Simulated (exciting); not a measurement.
# Electron–core-hole interaction in the Br K spectrum of KBr

Aim: the Br K absorption edge of KBr with the electron–hole interaction treated explicitly, and what each term of the kernel does.

Main program and level: exciting sodium; X-ray absorption, core-level Bethe-Salpeter equation, exchange and statically screened direct term, Tamm-Dancoff, all-electron LAPW+lo PBE.

### Step 1. The starting structure

The structure is cubic, space group Fm-3m (No. 225). The conventional cell has a = 6.600 Å, b = 6.600 Å, c = 6.600 Å, α = 90.00°, β = 90.00°, γ = 90.00°. Nearest to Br lie 6 K at 3.30 Å. Nearest to K lie 6 Br at 3.30 Å. Farther neighbours and most contacts between anions are not listed.

Coordinates:

```cif
data_structure
_symmetry_space_group_name_H-M 'P 1'
_symmetry_Int_Tables_number 1
_cell_length_a 4.6669
_cell_length_b 4.6669
_cell_length_c 4.6669
_cell_angle_alpha 60.000
_cell_angle_beta 60.000
_cell_angle_gamma 60.000
_cell_volume 71.87
loop_
_atom_site_label
_atom_site_type_symbol
_atom_site_fract_x
_atom_site_fract_y
_atom_site_fract_z
_atom_site_occupancy
Br1 Br 0.50000 0.50000 0.50000 1
K2 K 0.00000 0.00000 0.00000 1
```

Differences between curves are given as r.m.s. difference over r.m.s. height.

### Step 2. Ground state

The species files are the program's own, with muffin-tin radii set in the input.

File input.xml:

```
<input>
  <title>KBr</title>
  <structure speciespath="." autormt="false" epslat="1.0e-5">
    <crystal>
      <basevect>0.0000000000 6.2360962101 6.2360962101</basevect>
      <basevect>6.2360962101 0.0000000000 6.2360962101</basevect>
      <basevect>6.2360962101 6.2360962101 0.0000000000</basevect>
    </crystal>
    <species speciesfile="Br.xml" rmt="2.300">
      <atom coord="0.5000000000 0.5000000000 0.5000000000"/>
    </species>
    <species speciesfile="K.xml" rmt="2.464">
      <atom coord="0.0000000000 0.0000000000 0.0000000000"/>
    </species>
  </structure>
  <groundstate do="fromscratch" xctype="GGA_PBE" ngridk="4 4 4" rgkmax="7" gmaxvr="14" nempty="8" swidth="0.001" maxscl="100" epsengy="1e-5"/>
</input>
```

Run with:

```console
OMP_NUM_THREADS=1 mpirun -n 2 exciting
```

What it wrote:

```text
EXCITING SODIUM started
********************************************************************************
* Ground-state run starting from atomic densities                              *
********************************************************************************
+ Starting initialization                                                      +
 Lattice vectors (cartesian) :
      0.0000000000      6.2360962101      6.2360962101
      6.2360962101      0.0000000000      6.2360962101
      6.2360962101      6.2360962101      0.0000000000
 Reciprocal lattice vectors (cartesian) :
     -0.5037755268      0.5037755268      0.5037755268
      0.5037755268     -0.5037755268      0.5037755268
      0.5037755268      0.5037755268     -0.5037755268
 Unit cell volume                           :     485.0297931931
 Brillouin zone volume                      :       0.5114123234
 Species :    1 (Br)
     parameters loaded from                 :    Br.xml
     name                                   :    bromine
     nuclear charge                         :     -35.00000000
     electronic charge                      :      35.00000000
     atomic mass                            :  145656.08150000
     muffin-tin radius                      :       2.30000000
     # of radial points in muffin-tin       :     350
     atomic positions (lattice) :
       1 :   0.00000000  0.00000000  0.00000000
 Species :    2 (K)
     parameters loaded from                 :    K.xml
     name                                   :    potassium
     nuclear charge                         :     -19.00000000
     electronic charge                      :      19.00000000
     atomic mass                            :   71271.84085000
     muffin-tin radius                      :       2.46400000
     # of radial points in muffin-tin       :     350
     atomic positions (lattice) :
       1 :   0.50000000  0.50000000  0.50000000
 Total number of atoms per unit cell        :       2
 Spin treatment                             :    spin-unpolarised
 Number of Bravais lattice symmetries       :      48
 Number of crystal symmetries               :      48
 k-point grid                               :       4    4    4
 Total number of k-points                   :       8
 k-point set is reduced with crystal symmetries
 R^MT_min * |G+k|_max (rgkmax)              :       7.00000000
 Species with R^MT_min                      :       1 (Br)
 Maximum |G+k| for APW functions            :       3.04347826
 Maximum |G| for potential and density      :      14.00000000
 G-vector grid sizes                        :      40    40    40
 Total number of G-vectors                  :   22419
 Maximum angular momentum used for
     APW functions                          :       8
     computing H and O matrix elements      :       8
     potential and density                  :       8
     inner part of muffin-tin               :       2
 Total nuclear charge                       :     -54.00000000
 Total electronic charge                    :      54.00000000
 Total core charge                          :      28.00000000
 Total valence charge                       :      26.00000000
 Number of empty states                     :       8
 Total number of valence states             :      22
 Maximum Hamiltonian size                   :     282
 Maximum number of plane-waves              :     259
 Total number of local-orbitals             :      23
 Exchange-correlation type                  :      20
     Perdew-Burke-Ernzerhof, Phys. Rev. Lett. 77, 3865 (1996)
     Generalised gradient approximation (GGA)
 Smearing scheme                            :    Gaussian
 Smearing width                             :       0.00100000
 Using multisecant Broyden potential mixing
+ Ending initialization                                                        +
********************************************************************************
* Groundstate module started                                                   *
********************************************************************************
 Output level for this task is set to normal
+ Self-consistent loop started                                                 +
 Density and potential initialised from atomic data
+ SCF iteration number :    1                                                  +
 Total energy                               :     -3213.08642747
 _______________________________________________________________
 Fermi energy                               :         0.03056781
 Kinetic energy                             :      3276.39207925
 Coulomb energy                             :     -6363.57899744
 Exchange energy                            :      -123.42848341
 Correlation energy                         :        -2.47102588
 DOS at Fermi energy (states/Ha/cell)       :         0.00000000
 Electron charges :
     core                                   :        28.00000000
     core leakage                           :         0.00004656
     valence                                :        26.00000000
     interstitial                           :         2.95654788
     charge in muffin-tin spheres :
                  atom     1    Br          :        33.41050258
                  atom     2     K          :        17.63294953
     total charge in muffin-tins            :        51.04345212
     total charge                           :        54.00000000
 Estimated fundamental gap                  :         0.17887076
        valence-band maximum at    1      0.0000  0.0000  0.0000
     conduction-band minimum at    1      0.0000  0.0000  0.0000
[... further iterations ...]
| Convergence targets achieved. Performing final SCF iteration                 +
 Total energy                               :     -3208.91433717
 _______________________________________________________________
 Fermi energy                               :         0.05384061
 Kinetic energy                             :      3279.04809903
 Coulomb energy                             :     -6362.16585561
 Exchange energy                            :      -123.32720967
 Correlation energy                         :        -2.46937092
 DOS at Fermi energy (states/Ha/cell)       :         0.00000000
 Electron charges :
     core                                   :        28.00000000
     core leakage                           :         0.00004719
     valence                                :        26.00000000
     interstitial                           :         3.09368518
     charge in muffin-tin spheres :
                  atom     1    Br          :        33.24780330
                  atom     2     K          :        17.65851153
     total charge in muffin-tins            :        50.90631482
     total charge                           :        54.00000000
 Estimated fundamental gap                  :         0.16402588
        valence-band maximum at    1      0.0000  0.0000  0.0000
     conduction-band minimum at    1      0.0000  0.0000  0.0000
+ Self-consistent loop stopped                                                 +
 STATE.OUT is written
********************************************************************************
* Groundstate module stopped                                                   *
********************************************************************************
 Total time spent (seconds)                 :        18.34
- CAUTION! Warnings have been written in file WARNING.OUT !                    -
| EXCITING SODIUM stopped                                                      =
```

It took 20 s on 2 MPI ranks of Intel Xeon at 2.70GHz, shared host.

The warnings file holds hints only, no warning.

The mesh shows a gap of 4.46 eV. Core levels (Dirac, from the valence top):

| atom | level | energy (eV) |
| --- | --- | --- |
| Br | 2s1/2 | -1723.7 |
| Br | 2p1/2 | -1551.3 |
| Br | 2p3/2 | -1503.8 |
| Br | 3s1/2 | -229.4 |
| Br | 3p1/2 | -169.5 |
| Br | 3p3/2 | -162.7 |
| K | 1s1/2 | -3514.2 |
| K | 2s1/2 | -345.7 |
| K | 2p1/2 | -274.4 |
| K | 2p3/2 | -271.5 |

### Step 3. A richer basis for the empty states

Each species file gets more local orbitals, built from u and its energy derivative at 0.15 Ha and u at 0.9 Ha.

input.xml is that of step 2.

File SPECIES.xml, added lines:

```
<lo l="L">  <!-- L = 0, 1, 2 -->
  <wf matchingOrder="0" trialEnergy="0.1500" searchE="false"/>
  <wf matchingOrder="1" trialEnergy="0.1500" searchE="false"/>
  <wf matchingOrder="0" trialEnergy="0.9000" searchE="false"/>
</lo>
```

Run with:

```console
OMP_NUM_THREADS=1 mpirun -n 2 exciting
```

What it wrote:

```text
EXCITING SODIUM started
********************************************************************************
* Ground-state run starting from atomic densities                              *
********************************************************************************
+ Starting initialization                                                      +
[... lattice and species ...]
 Spin treatment                             :    spin-unpolarised
 Number of Bravais lattice symmetries       :      48
[...]
+ Self-consistent loop stopped                                                 +
 STATE.OUT is written
********************************************************************************
* Groundstate module stopped                                                   *
********************************************************************************
 Total time spent (seconds)                 :        21.17
- CAUTION! Warnings have been written in file WARNING.OUT !                    -
| EXCITING SODIUM stopped                                                      =
[key lines of the parts left out:]
Total energy                               :     -3208.91463683
Fermi energy                               :         0.05403287
```

Run time: 22 s. Hardware: 2 MPI ranks.

Against the first ground state the total energy moves by -4 meV an atom and the gap by -0.01 eV.

(Continued in part 2 of 3.)

[Banner, clock and machine lines of the logs are left out without a mark of their own.]

[Logs are printed without paths, hosts, clocks, repeated set-up lines and the standing remarks that a program may print on its own settings, such as how far it seeks lower states.]

[Hosts, paths, dates, database ids (printed as entryN), source tags and the programs' standing remarks are cut or masked in the printed files.]
